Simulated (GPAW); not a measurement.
# Work function of CO/Cu(110) at several levels

Wanted: work functions and dipole of CO/Cu(110), with the cost of each level.

Main program and level: GPAW 26.7.0; GPAW, PAW setups; slab in vacuum, relaxation, in the first sound run; inputs show where later runs differ.

This is a report of a sequence of runs, with most program output left out.

### Step 1. The starting structure

The cell holds 7 atoms: 5 Cu, 1 C and 1 O. Cell: a = 3.610 Å, b = 2.553 Å, c = 23.299 Å, α = 90.0°, β = 90.0°, γ = 90.0°. Vacuum lies along c.

### Step 2. Relaxation

The atoms are relaxed first, since the surface dipole, and with it the work function, follows the positions of the outer layers. The lowest 3 atoms are held at bulk positions and keep their forces.

The input, run.py:

```python
import json
import numpy as np
from ase import Atoms
from ase.constraints import FixAtoms
from ase.optimize import BFGS
from gpaw import GPAW, PW

slab = Atoms(
    ['Cu', 'Cu', 'Cu', 'Cu', 'Cu', 'C', 'O'],
    positions=[
        [0.00000, 0.00000, 8.00000],
        [1.80500, 1.27633, 9.27633],
        [0.00000, 0.00000, 10.55266],
        [1.80500, 1.27633, 11.82898],
        [0.00000, 0.00000, 13.10531],
        [1.80500, 0.00000, 14.13893],
        [1.80500, 0.00000, 15.29893]],
    cell=[[3.61, 0.0, 0.0], [0.0, 2.55266, 0.0], [0.0, 0.0, 23.29893]],
    pbc=[True, True, False])

slab.calc = GPAW(mode=PW(500), xc='PBE', kpts={'size': (9, 12, 1), 'gamma': True},
                 occupations={'name': 'fermi-dirac', 'width': 0.1}, nbands='160%',
                 convergence={'density': 1e-05}, maxiter=200,
                 poissonsolver={'dipolelayer': 'xy'},
                 symmetry={'tolerance': 1e-3, 'extra_ids': [1, 1, 1, 0, 0, 0, 0]}, txt='slab.txt')
result = {}
slab.set_constraint(FixAtoms([0, 1, 2]))
path = []
opt = BFGS(slab, maxstep=0.2)
opt.attach(lambda: path.append((slab.get_potential_energy(), slab.positions.tolist(), slab.get_forces().tolist())))
result['relaxed'] = bool(opt.run(fmax=0.03, steps=40))
result['path'] = path
energy = slab.get_potential_energy()
fermi = slab.calc.get_fermi_level()
v = slab.calc.get_electrostatic_potential().mean((0, 1)) - fermi
n = slab.calc.get_pseudo_density().mean((0, 1))
L = slab.cell[2, 2]
z = np.arange(len(v)) * L / len(v)
low, high = slab.positions[:, 2].min(), slab.positions[:, 2].max()
below, above = np.interp([low - 5.8, high + 5.8], z, v)
slopes = [np.interp(x, z, np.gradient(v, z)) for x in (low - 5.8, high + 5.8)]
eps = np.array([[slab.calc.get_eigenvalues(k, s) for k in range(len(slab.calc.get_ibz_k_points()))]
                for s in range(slab.calc.get_number_of_spins())]) - fermi
top, bottom = eps[eps < 0].max(), eps[eps > 0].min()
dipole = slab.get_dipole_moment()[2]
print(f'energy {energy:.4f} eV, Fermi level {fermi:.4f} eV, dipole {dipole:.5f} e A')
print(f'potential 5.8 A off the faces, from the Fermi level: lower {below:.4f} eV, upper {above:.4f} eV')
print(f'slope of the potential there: lower {slopes[0]:.5f}, upper {slopes[1]:.5f} eV/A')
print(f'nearest levels on the mesh: {top:.4f} and {bottom:.4f} eV')
print('magnetic moment', round(slab.get_magnetic_moment(), 3))
result.update(energy=energy, fermi=fermi, dipole=dipole, below=below, above=above, slopes=slopes, edges=[top, bottom],
              z=z.tolist(), v=v.tolist(), n=n.tolist(), positions=slab.positions.tolist(),
              forces=slab.get_forces(apply_constraint=False).tolist(), moments=slab.get_magnetic_moments().tolist())
json.dump(result, open('result.json', 'w'))
```

Command:

```
> OMP_NUM_THREADS=1 OPENBLAS_NUM_THREADS=1 python run.py
```

Run time: 76 min. Hardware: 1 thread of Arm Neoverse V1, shared host; peak memory 0.42 GiB.

This run has no spin polarisation, although Cu can carry a moment.

The steps of the relaxation:

```csv
step,energy less that of the first step (eV),largest force (eV/Å)
1,0.0000,1.4263
2,0.0128,1.9870
3,-0.0092,0.2855
4,-0.0103,0.1820
5,-0.0144,0.5140
6,-0.0181,0.5475
7,-0.0206,0.2949
8,-0.0218,0.1982
9,-0.0252,0.4329
10,-0.0240,0.8304
11,-0.0296,0.5635
12,-0.0340,0.4116
13,-0.0420,0.1365
14,-0.0446,0.1547
15,-0.0455,0.1533
16,-0.0466,0.1238
17,-0.0476,0.0592
18,-0.0479,0.0177
```

The atoms that moved most (Å):

```csv
atom,dx,dy,dz,length
O7,0.000,0.000,0.222,0.222
C6,0.000,0.000,0.215,0.215
Cu5,0.000,0.000,0.073,0.073
Cu4,0.000,0.000,-0.019,0.019
```

The relaxed structure:

```
Cu C O
1.0
     3.61000    0.00000    0.00000
     0.00000    2.55266    0.00000
     0.00000    0.00000   23.29893
Cu C O
5 1 1
Cartesian
  0.0000 0.0000 8.0000
  1.8050 1.2763 9.2763
  0.0000 0.0000 10.5527
  1.8050 1.2763 11.8102
  0.0000 0.0000 13.1785
  1.8050 0.0000 14.3539
  1.8050 0.0000 15.5209
```

This step gave:

```yaml
dipole_along_the_normal: -0.07760 e·Å
levels_nearest_the_fermi_level_on_the_mesh: -0.01125, 0.008941 eV from the Fermi level
upper_work_function: 5.920 eV
lower_work_function: 4.396 eV
```

The electrostatic potential energy of an electron (without an applied field's), less the Fermi level, planar mean oscillates, so the rows of the table below give means over windows of 1.3 Å about each position, cut where the curve ends. Its maxima inside the range that stand out by 2 % of the span (Å: eV): 8.7: -5.06, 9.9: -5.33, 11.2: -5.49, 12.5: -4.37, 13.8: -4.22, 15.0: -0.409, 22.0: 5.92. Its minima: 8.0: -10.5, 9.3: -11.1, 10.5: -11.2, 11.8: -11.1, 13.1: -11.1, 14.4: -9.59, 15.5: -6.69.

Electrostatic potential energy of an electron (without an applied field's), less the Fermi level, planar mean against z; means over each step:

```csv
z (Å),"electrostatic potential energy of an electron (without an applied field's), less the Fermi level, planar mean (eV)"
0.65,4.51
1.95,4.40
3.25,4.40
4.55,4.39
5.85,4.21
7.15,0.0153
8.45,-7.78
9.75,-8.18
11.05,-8.36
12.35,-7.47
13.65,-7.53
14.95,-4.31
16.25,3.05
17.55,5.90
18.85,5.92
20.15,5.92
21.45,5.92
22.75,5.85
```

The pseudo valence density, planar mean oscillates, so the rows of the table below give means over windows of 0.5 Å about each position, cut where the curve ends. Its maxima inside the range that stand out by 2 % of the span (Å: e/Å³): 8.01: 1.53, 9.32: 1.55, 10.62: 1.51, 11.74: 1.52, 13.23: 1.51, 15.47: 0.717. Its minima: 8.57: 0.471, 9.88: 0.463, 11.18: 0.473, 12.49: 0.394, 14.54: 0.342.

Table of pseudo valence density, planar mean by z; means over each step:

z (Å), pseudo valence density, planar mean (e/Å³) and a bar:
```
      4.0       0.00 
      4.5       0.00 
      5.0       0.00 
      5.5       0.00 
      6.0       0.01 
      6.5       0.02 #
      7.0       0.08 ##
      7.5       0.48 ###########
      8.0       1.26 #############################
      8.5       0.65 ###############
      9.0       1.01 #######################
      9.5       1.09 #########################
     10.0       0.59 ##############
     10.5       1.31 ##############################
     11.0       0.73 #################
     11.5       0.94 #####################
     12.0       1.14 ##########################
     12.5       0.50 ###########
     13.0       1.13 ##########################
     13.5       0.91 #####################
     14.0       0.42 ##########
     14.5       0.35 ########
     15.0       0.45 ##########
     15.5       0.65 ###############
     16.0       0.33 ########
     16.5       0.05 #
     17.0       0.01 
     17.5       0.00 
     18.0       0.00
```

The relaxation lowered the energy of the cell by 0.0479 eV (energies extrapolated to zero smearing; the optimiser's log prints free energies). The largest force left on a free atom is 0.018 eV/Å.

### Step 3. The slab's potential

The work function is the vacuum plateau of the electrostatic potential less the Fermi level; a dipole layer lets the two faces have plateaus of their own.

This step: GPAW, PAW setups; slab in vacuum (GPAW 26.7.0).

run.py, as its differences from that of step 2:

```diff
@@ -3,4 +3,2 @@
 from ase import Atoms
-from ase.constraints import FixAtoms
-from ase.optimize import BFGS
 from gpaw import GPAW, PW
@@ -13,6 +11,6 @@
         [0.00000, 0.00000, 10.55266],
-        [1.80500, 1.27633, 11.82898],
-        [0.00000, 0.00000, 13.10531],
-        [1.80500, 0.00000, 14.13893],
-        [1.80500, 0.00000, 15.29893]],
+        [1.80500, 1.27633, 11.81021],
+        [0.00000, -0.00000, 13.17848],
+        [1.80500, -0.00000, 14.35388],
+        [1.80500, -0.00000, 15.52093]],
     cell=[[3.61, 0.0, 0.0], [0.0, 2.55266, 0.0], [0.0, 0.0, 23.29893]],
@@ -24,10 +22,4 @@
                  poissonsolver={'dipolelayer': 'xy'},
-                 symmetry={'tolerance': 1e-3, 'extra_ids': [1, 1, 1, 0, 0, 0, 0]}, txt='slab.txt')
+                 symmetry={'tolerance': 1e-3}, txt='slab.txt')
 result = {}
-slab.set_constraint(FixAtoms([0, 1, 2]))
-path = []
-opt = BFGS(slab, maxstep=0.2)
-opt.attach(lambda: path.append((slab.get_potential_energy(), slab.positions.tolist(), slab.get_forces().tolist())))
-result['relaxed'] = bool(opt.run(fmax=0.03, steps=40))
-result['path'] = path
 energy = slab.get_potential_energy()
```

Elapsed: 6.3 min, on 1 thread; peak memory 0.41 GiB.

Numbers from this step:

| Item | Value |
| --- | --- |
| dipole along the normal | -0.07783 e·Å |
| levels nearest the Fermi level on the mesh | -0.01121, 0.008942 eV from the Fermi level |
| lower work function | 4.397 eV |

The electrostatic potential energy of an electron (without an applied field's), less the Fermi level, planar mean oscillates, so the rows of the table below give means over windows of 1.3 Å about each position, cut where the curve ends. Its maxima inside the range that stand out by 2 % of the span (Å: eV): 8.7: -5.06, 9.9: -5.33, 11.2: -5.49, 12.5: -4.37, 13.8: -4.22, 15.0: -0.409, 22.0: 5.92. Its minima: 8.0: -10.5, 9.3: -11.1, 10.5: -11.2, 11.8: -11.1, 13.1: -11.1, 14.4: -9.59, 15.5: -6.69.

The electrostatic potential energy of an electron (without an applied field's), less the Fermi level, planar mean by z; means over each step:

```csv
z (Å),"electrostatic potential energy of an electron (without an applied field's), less the Fermi level, planar mean (eV)"
0.65,4.51
1.95,4.40
3.25,4.40
4.55,4.39
5.85,4.21
7.15,0.0155
8.45,-7.78
9.75,-8.18
11.05,-8.36
12.35,-7.47
13.65,-7.53
14.95,-4.31
16.25,3.05
17.55,5.90
18.85,5.92
20.15,5.92
21.45,5.92
22.75,5.85
```

The pseudo valence density, planar mean oscillates, so the rows of the table below give means over windows of 1 Å about each position, cut where the curve ends. Its maxima inside the range that stand out by 2 % of the span (Å: e/Å³): 8.0: 1.53, 9.3: 1.55, 10.6: 1.51, 11.7: 1.52, 13.2: 1.51, 15.5: 0.717. Its minima: 8.6: 0.471, 9.9: 0.463, 11.2: 0.473, 12.5: 0.394, 14.5: 0.342.

Table of pseudo valence density, planar mean by z; means over each step:

```csv
z (Å),"pseudo valence density, planar mean (e/Å³)"
4,6.2e-5
5,6.7e-4
6,0.00747
7,0.118
8,0.995
9,0.975
10,0.811
11,0.881
12,0.990
13,0.977
14,0.467
15,0.474
16,0.346
17,0.0105
18,1.7e-4
19,4.6e-6
```

Force by atom:

```csv
atom,x (eV/Å),y (eV/Å),z (eV/Å),size
Cu1,0.000,0.000,0.266,0.266
Cu2,0.000,0.000,-0.550,0.550
Cu3,0.000,0.000,0.222,0.222
Cu4,0.000,0.000,0.016,0.016
Cu5,0.000,0.000,-0.001,0.001
C6,0.000,0.000,-0.002,0.002
O7,0.000,0.000,-0.019,0.019
```

The potential is flat to 5.0e-4 eV/Å where it is read, so the vacuum is wide enough.

### Step 4. Self-consistent run: xc = "vdW-DF2"

The same geometry under vdW-DF2, to see how far the functional moves the levels against the vacuum (the van der Waals functionals take revPBE setups).

run.py, as its differences from that of step 3:

```diff
@@ -18,3 +18,3 @@
 
-slab.calc = GPAW(mode=PW(500), xc='PBE', kpts={'size': (9, 12, 1), 'gamma': True},
+slab.calc = GPAW(mode=PW(500), xc='vdW-DF2', kpts={'size': (9, 12, 1), 'gamma': True},
                  occupations={'name': 'fermi-dirac', 'width': 0.1}, nbands='160%',
```

Elapsed: 18 min, on 1 thread; peak memory 0.58 GiB.

This step gave:

* dipole along the normal: -0.07774 e·Å
* levels nearest the Fermi level on the mesh: -0.02867, 0.02280 eV from the Fermi level
* upper work function: 6.387 eV
* lower work function: 4.864 eV

The electrostatic potential energy of an electron (without an applied field's), less the Fermi level, planar mean oscillates, so the rows of the table below give means over windows of 1.3 Å about each position, cut where the curve ends. Its maxima inside the range that stand out by 2 % of the span (Å: eV): 8.7: -5.19, 9.9: -5.51, 11.2: -5.67, 12.5: -4.53, 13.8: -4.23, 15.0: -0.303, 22.4: 6.39. Its minima: 8.0: -10.5, 9.3: -11.2, 10.5: -11.4, 11.8: -11.2, 13.1: -11.2, 14.4: -9.56, 15.5: -6.40.

Table of electrostatic potential energy of an electron (without an applied field's), less the Fermi level, planar mean by z; means over each step:

z (Å), electrostatic potential energy of an electron (without an applied field's), less the Fermi level, planar mean (eV) and a bar from the least value:
```
     0.65        5.0 ###########################
     1.95        4.9 ###########################
     3.25        4.9 ###########################
     4.55        4.8 ###########################
     5.85        4.6 ##########################
     7.15        0.2 ##################
     8.45       -7.9 #
     9.75       -8.4 
    11.05       -8.5 
    12.35       -7.6 ##
    13.65       -7.6 ##
    14.95       -4.2 #########
    16.25        3.5 ########################
    17.55        6.4 ##############################
    18.85        6.4 ##############################
    20.15        6.4 ##############################
    21.45        6.4 ##############################
    22.75        6.3 ##############################
```

The pseudo valence density, planar mean oscillates, so the rows of the table below give means over windows of 0.5 Å about each position, cut where the curve ends. Its maxima inside the range that stand out by 2 % of the span (Å: e/Å³): 8.01: 1.53, 9.32: 1.55, 10.62: 1.52, 11.74: 1.52, 13.23: 1.51, 15.47: 0.722. Its minima: 8.57: 0.470, 9.88: 0.463, 11.18: 0.473, 12.49: 0.394, 14.54: 0.339.

Pseudo valence density, planar mean against z; means over each step:

z (Å), pseudo valence density, planar mean (e/Å³) and a bar:
```
      4.0       0.00 
      4.5       0.00 
      5.0       0.00 
      5.5       0.00 
      6.0       0.01 
      6.5       0.02 #
      7.0       0.09 ##
      7.5       0.48 ###########
      8.0       1.26 #############################
      8.5       0.64 ###############
      9.0       1.01 #######################
      9.5       1.09 #########################
     10.0       0.59 ##############
     10.5       1.31 ##############################
     11.0       0.73 #################
     11.5       0.94 #####################
     12.0       1.14 ##########################
     12.5       0.50 ###########
     13.0       1.13 ##########################
     13.5       0.90 #####################
     14.0       0.43 ##########
     14.5       0.35 ########
     15.0       0.44 ##########
     15.5       0.65 ###############
     16.0       0.33 ########
     16.5       0.05 #
     17.0       0.01 
     17.5       0.00 
     18.0       0.00
```

Force by atom:

```csv
atom,x (eV/Å),y (eV/Å),z (eV/Å),size
Cu1,0.000,0.000,-0.470,0.470
Cu2,0.000,0.000,-0.781,0.781
Cu3,0.000,0.000,0.244,0.244
Cu4,0.000,0.000,0.043,0.043
Cu5,0.000,0.000,0.184,0.184
C6,0.000,0.000,0.732,0.732
O7,0.000,0.000,0.566,0.566
```

The upper face's work function is 6.387 eV, against 5.920 eV in the first plane-wave PBE run at this geometry.

### Step 5. Self-consistent run: xc = "revPBE"

The same geometry under revPBE, to see how far the functional moves the levels against the vacuum.

run.py, as its differences from that of step 4:

```diff
@@ -18,3 +18,3 @@
 
-slab.calc = GPAW(mode=PW(500), xc='vdW-DF2', kpts={'size': (9, 12, 1), 'gamma': True},
+slab.calc = GPAW(mode=PW(500), xc='revPBE', kpts={'size': (9, 12, 1), 'gamma': True},
                  occupations={'name': 'fermi-dirac', 'width': 0.1}, nbands='160%',
```

Run time: 7.6 min. Hardware: 1 thread; peak memory 0.41 GiB.

This step gave:

```yaml
dipole_along_the_normal: -0.07890 e·Å
levels_nearest_the_fermi_level_on_the_mesh: -0.01224, 0.005781 eV from the Fermi level
upper_work_function: 5.784 eV
lower_work_function: 4.239 eV
```

The electrostatic potential energy of an electron (without an applied field's), less the Fermi level, planar mean oscillates, so the rows of the table below give means over windows of 1.3 Å about each position, cut where the curve ends. Its maxima inside the range that stand out by 2 % of the span (Å: eV): 8.7: -5.18, 9.9: -5.44, 11.2: -5.60, 12.5: -4.50, 13.8: -4.33, 15.0: -0.530, 22.0: 5.78. Its minima: 8.0: -10.6, 9.3: -11.2, 10.5: -11.3, 11.8: -11.2, 13.1: -11.2, 14.4: -9.72, 15.5: -6.81.

The electrostatic potential energy of an electron (without an applied field's), less the Fermi level, planar mean by z; means over each step:

```csv
z (Å),"electrostatic potential energy of an electron (without an applied field's), less the Fermi level, planar mean (eV)"
0.65,4.35
1.95,4.24
3.25,4.24
4.55,4.23
5.85,4.05
7.15,-0.120
8.45,-7.89
9.75,-8.29
11.05,-8.46
12.35,-7.58
13.65,-7.64
14.95,-4.43
16.25,2.92
17.55,5.77
18.85,5.78
20.15,5.78
21.45,5.78
22.75,5.71
```

The upper face's work function is 5.784 eV, against 5.920 eV in the first plane-wave PBE run at this geometry.

### Step 6. Self-consistent run: xc = "LDA"

The same geometry under LDA, to see how far the functional moves the levels against the vacuum.

run.py, as its differences from that of step 5:

```diff
@@ -18,3 +18,3 @@
 
-slab.calc = GPAW(mode=PW(500), xc='revPBE', kpts={'size': (9, 12, 1), 'gamma': True},
+slab.calc = GPAW(mode=PW(500), xc='LDA', kpts={'size': (9, 12, 1), 'gamma': True},
                  occupations={'name': 'fermi-dirac', 'width': 0.1}, nbands='160%',
```

Run time: 6 min. Hardware: 1 thread; peak memory 0.41 GiB.

This step gave:

* dipole along the normal: -0.07781 e·Å
* levels nearest the Fermi level on the mesh: -0.01733, 0.01843 eV from the Fermi level
* upper work function: 6.268 eV
* lower work function: 4.744 eV

The upper face's work function is 6.268 eV, against 5.920 eV in the first plane-wave PBE run at this geometry.

### Step 7. OptPBE vdW: xc = "optPBE-vdW"

The same geometry under optPBE-vdW, to see how far the functional moves the levels against the vacuum (the van der Waals functionals take revPBE setups).

run.py, as its differences from that of step 6:

```diff
@@ -18,3 +18,3 @@
 
-slab.calc = GPAW(mode=PW(500), xc='LDA', kpts={'size': (9, 12, 1), 'gamma': True},
+slab.calc = GPAW(mode=PW(500), xc='optPBE-vdW', kpts={'size': (9, 12, 1), 'gamma': True},
                  occupations={'name': 'fermi-dirac', 'width': 0.1}, nbands='160%',
```

Wall time 6.2 min (1 thread); peak memory 0.58 GiB.

Numbers from this step:

```yaml
dipole_along_the_normal: -0.07967 e·Å
levels_nearest_the_fermi_level_on_the_mesh: -0.01572, 0.02267 eV from the Fermi level
upper_work_function: 6.148 eV
lower_work_function: 4.589 eV
```

The electrostatic potential energy of an electron (without an applied field's), less the Fermi level, planar mean oscillates, so the rows of the table below give means over windows of 1.3 Å about each position, cut where the curve ends. Its maxima inside the range that stand out by 2 % of the span (Å: eV): 8.7: -5.11, 9.9: -5.38, 11.2: -5.54, 12.5: -4.43, 13.8: -4.21, 15.0: -0.362, 22.0: 6.15. Its minima: 8.0: -10.5, 9.3: -11.1, 10.5: -11.3, 11.8: -11.1, 13.1: -11.1, 14.4: -9.59, 15.5: -6.56.

The electrostatic potential energy of an electron (without an applied field's), less the Fermi level, planar mean by z; means over each step:

z (Å), electrostatic potential energy of an electron (without an applied field's), less the Fermi level, planar mean (eV) and a bar from the least value:
```
     0.65        4.7 ###########################
     1.95        4.6 ###########################
     3.25        4.6 ###########################
     4.55        4.6 ###########################
     5.85        4.4 ##########################
     7.15        0.1 #################
     8.45       -7.8 #
     9.75       -8.2 
    11.05       -8.4 
    12.35       -7.5 ##
    13.65       -7.5 ##
    14.95       -4.3 #########
    16.25        3.2 ########################
    17.55        6.1 ##############################
    18.85        6.1 ##############################
    20.15        6.1 ##############################
    21.45        6.1 ##############################
    22.75        6.1 ##############################
```

The upper face's work function is 6.148 eV, against 5.920 eV in the first plane-wave PBE run at this geometry.

[end of part 1 of 2]

[Logs are printed without paths, hosts, clocks, repeated set-up lines and the standing remarks that a program may print on its own settings, such as how far it seeks lower states.]

[Hosts, paths, dates, database ids (printed as entryN), source tags and the programs' standing remarks are cut or masked in the printed files.]
